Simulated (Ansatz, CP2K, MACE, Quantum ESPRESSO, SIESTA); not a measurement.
# Amorphous HfO2 at 7.64 g/cm³ (84 atoms): relaxed, then solved by several programs

Aim: relax amorphous HfO2 at 7.64 g/cm³ (84 atoms), then compare forces, pressure and levels from several programs at that geometry.

These are calculated values.

### 1. The structure

The cell holds 84 atoms (28 Hf and 56 O), with edges of 10.86, 10.86 and 10.86 Å. Recipe: 84 atoms (28 Zr, 56 O) placed at random at 4.47 g/cm³, melted at 5000 K for 10 ps at fixed volume with the Morse and Coulomb pair potential with partial charges (Pedone, Malavasi, Menziani, Cormack and Segre, J. Phys. Chem. B 110, 11780 (2006)). Quenched from 5000 K to 300 K at 50 K/ps and fixed volume, held 5 ps, then minimised at fixed cell. Then Zr was replaced by Hf at the same volume (the potential has no terms for Hf, so the cell is a start for a DFT relaxation). Then the atoms were relaxed with MACE MPA-0 medium in the fixed cell. Then the atoms were relaxed with CP2K double zeta, PBE. That run stopped short of its end.

### 2. The relaxation

CP2K double zeta (DZVP-MOLOPT-SR, GTH-PBE potentials, 480 Ry; k-points Γ) took 60 geometry steps and stopped short of its thresholds. It started from the geometry that MACE MPA-0 medium had relaxed.

Run time: 50 min. Hardware: 4 MPI ranks of Arm Neoverse V2, shared host; peak memory 3.5 GiB.

```tsv
	before	after
energy (meV/atom)	0	-11.3
Hf-O bonds under 2.82 Å	159 at 2.149 Å	156 at 2.132 Å
```

Atoms moved by 0.16 Å r.m.s. and 0.62 Å at most, with the common shift taken off.

### 3. Local order after relaxation

Density 7.64 g/cm³, 15.25 Å³ an atom.

g(r), total and by pair (bins of 0.2 Å):

```tsv
r (Å)	total	O-O	O-Hf	Hf-Hf
1.90	1.17	0.00	2.63	0.00
2.10	2.84	0.00	6.39	0.00
2.30	0.81	0.00	1.82	0.00
2.50	0.32	0.45	0.27	0.00
2.70	0.83	1.69	0.18	0.00
2.90	1.34	2.87	0.16	0.00
3.10	0.88	1.88	0.06	0.13
3.30	1.16	1.71	0.36	2.16
3.50	0.97	1.06	0.72	1.61
3.70	0.81	0.50	0.73	2.38
3.90	0.91	0.51	0.85	2.75
4.10	1.10	0.99	1.20	1.09
4.30	1.07	0.80	1.26	1.35
4.50	0.84	0.51	1.30	0.32
4.70	1.10	0.63	1.66	0.70
4.90	1.10	0.91	1.45	0.49
5.10	1.04	1.05	1.23	0.25
5.30	1.01	1.17	0.79	1.21
```

Bonds by pair of elements; cutoffs follow the first minimum of g(r), held within bounds set by covalent radii, and pairs that aren't listed don't count as bonded:

```tsv
pair A-B	cutoff (Å)	bonds	mean length (Å)	spread (Å)	shortest (Å)	B about A	A about B
O-Hf	2.82	156	2.13	0.166	1.90	2.79	5.57
```

How many atoms have how many bonded neighbours:

```tsv
element	mean	2	3	4	5	6	7
Hf	5.57	0	0	0	14	12	2
O	2.79	16	36	4	0	0	0
```

Bond angles (no mean is given where the spread exceeds 20°):

```tsv
angle	count	mean (°)	spread (°)
O-Hf-O	362	-	-
Hf-O-Hf	148	-	-
```

Bond length by coordination (bonds to H left out):

```tsv
element	coordination	atoms	mean bond length (Å)
Hf	5	14	2.08
Hf	6	12	2.16
Hf	7	2	2.22
O	2	16	1.98
O	3	36	2.15
O	4	4	2.32
```

For some of the pairs, g(r) has its first main peak near 3.0 Å (O-O) and 2.1 Å (O-Hf). With the cutoffs above, 50 % of Hf atoms have 5 and 64 % of O atoms have 3 bonded neighbours. Bonds at O atoms with 2 neighbours average 1.98 Å, against 2.32 Å at those with 4.

### 4. The plane-wave reference

Quantum ESPRESSO 7.5: Kohn-Sham DFT, PBE, SSSP efficiency 1.3.0 pseudopotentials, plane waves. Its input for the relaxed cell:

```
&control
  calculation = 'scf'
  pseudo_dir = './pseudo'
  outdir = './tmp'
  disk_io = 'none'
  tprnfor = .true.
  tstress = .true.
/
&system
  ibrav = 0
  nat = 84
  ntyp = 2
  ecutwfc = 60
  ecutrho = 480
  nosym = .true.
  occupations = 'smearing'
  smearing = 'fd'
  degauss = 0.003675
/
&electrons
  conv_thr = 4.2e-07
  electron_maxstep = 100
  mixing_beta = 0.4
  mixing_mode = 'plain'
  diagonalization = 'david'
/
ATOMIC_SPECIES
Hf 178.490 Hf.upf
O 15.999 O.upf
CELL_PARAMETERS angstrom
10.86090 0.00000 0.00000
0.00000 10.86090 0.00000
0.00000 0.00000 10.86090
ATOMIC_POSITIONS crystal
Hf 0.07121 0.17630 0.42424
Hf 0.83781 0.37465 0.18601
Hf 0.57789 0.51011 0.63314
[... 79 atom lines left out ...]
O 0.17288 0.44954 0.73859
O 0.07484 0.79291 0.20776
K_POINTS gamma
```

Run time: 4.7 min. Hardware: 4 MPI ranks of Arm Neoverse V2, shared host; peak memory 4.2 GiB; 19 min of CPU time.

### 5. Side by side

CPU times are from a shared host and are rough.

```
                level                    basis or training data  k-points  own r.m.s. force (meV/Å)  difference from the reference (meV/Å)  pressure (GPa)  Kohn-Sham gap (eV)  CPU time  memory (GiB)
              QE, PBE   plane waves, SSSP efficiency, 60/480 Ry         Γ                       138                                      -           -6.09                4.10    19 min           4.2
CP2K triple zeta, PBE     TZV2P-UZH, GTH-PBE potentials, 600 Ry         Γ                        88                                    117           -8.79                4.12    14 min           7.3
      SIESTA DZP, PBE  DZP orbitals, shift 0.01 Ry, mesh 400 Ry         Γ                       259                                    144           -4.68                4.05   5.6 min           2.3
    MACE MPA-0 medium        trained on PBE(+U) plane-wave data         -                       180                                     89           -6.12                   -     7.4 s           1.0
```

The gap is the spacing of the highest filled and lowest empty Kohn-Sham level on the mesh; a dash marks partly filled levels, a spacing under 0.15 eV or a method without such levels.

### 6. Findings

Relaxation in the fixed cell lowers the energy by 11 meV/atom at its own level and moves atoms by up to 0.62 Å. By the cutoffs of the final cell 2 bonds formed and 5 were lost, leaving 156. The reference finds an r.m.s. force of 138 meV/Å there and a pressure of -6.09 GPa, at a geometry that CP2K double zeta made.

Forces differ from the reference's by 89 meV/Å (MACE MPA-0 medium), 117 meV/Å (CP2K triple zeta, PBE) and 144 meV/Å (SIESTA DZP, PBE). Pressures lie -0.0 GPa (MACE MPA-0 medium), -2.7 GPa (CP2K triple zeta, PBE) and +1.4 GPa (SIESTA DZP, PBE) from the reference's. The highest filled and lowest empty levels lie 4.10 eV apart in the reference, against 4.12 eV in CP2K triple zeta, PBE and 4.05 eV in SIESTA DZP, PBE. With the cutoffs above, 50 % of Hf atoms have 5 and 64 % of O atoms have 3 bonded neighbours.

**Limits.** The relaxation stopped short, so the geometry isn't a minimum. The density was set by the recipe and held. One sample of a disordered cell; defect or tail levels can set the gap. Gaps are read on the mesh, which holds the band edges only if they fold onto it, and semilocal functionals tend to put them under measured ones. The quench rate of 50 K/ps is many orders above laboratory rates, so the cell is likely richer in defects and strain than a real sample. The reference samples only Γ, in a cell whose shortest periodic width is 11 Å. Spin–orbit coupling is left out, which matters for the levels of the heavy elements. The plane-wave runs aren't exact: their cutoffs and mesh weren't converged further here. SIESTA's automatically made basis is far from complete, and its potentials were converted by us (checked for H, C, O, Si, Ge and Ca alone). Where levels are smeared, the DFT runs use Fermi–Dirac occupations at 580 K (0.05 eV), and energies are free energies.

[Logs are printed without paths, hosts, clocks, repeated set-up lines and the standing remarks that a program may print on its own settings, such as how far it seeks lower states.]

[Hosts, paths, dates, database ids (printed as entryN), source tags and the programs' standing remarks are cut or masked in the printed files.]
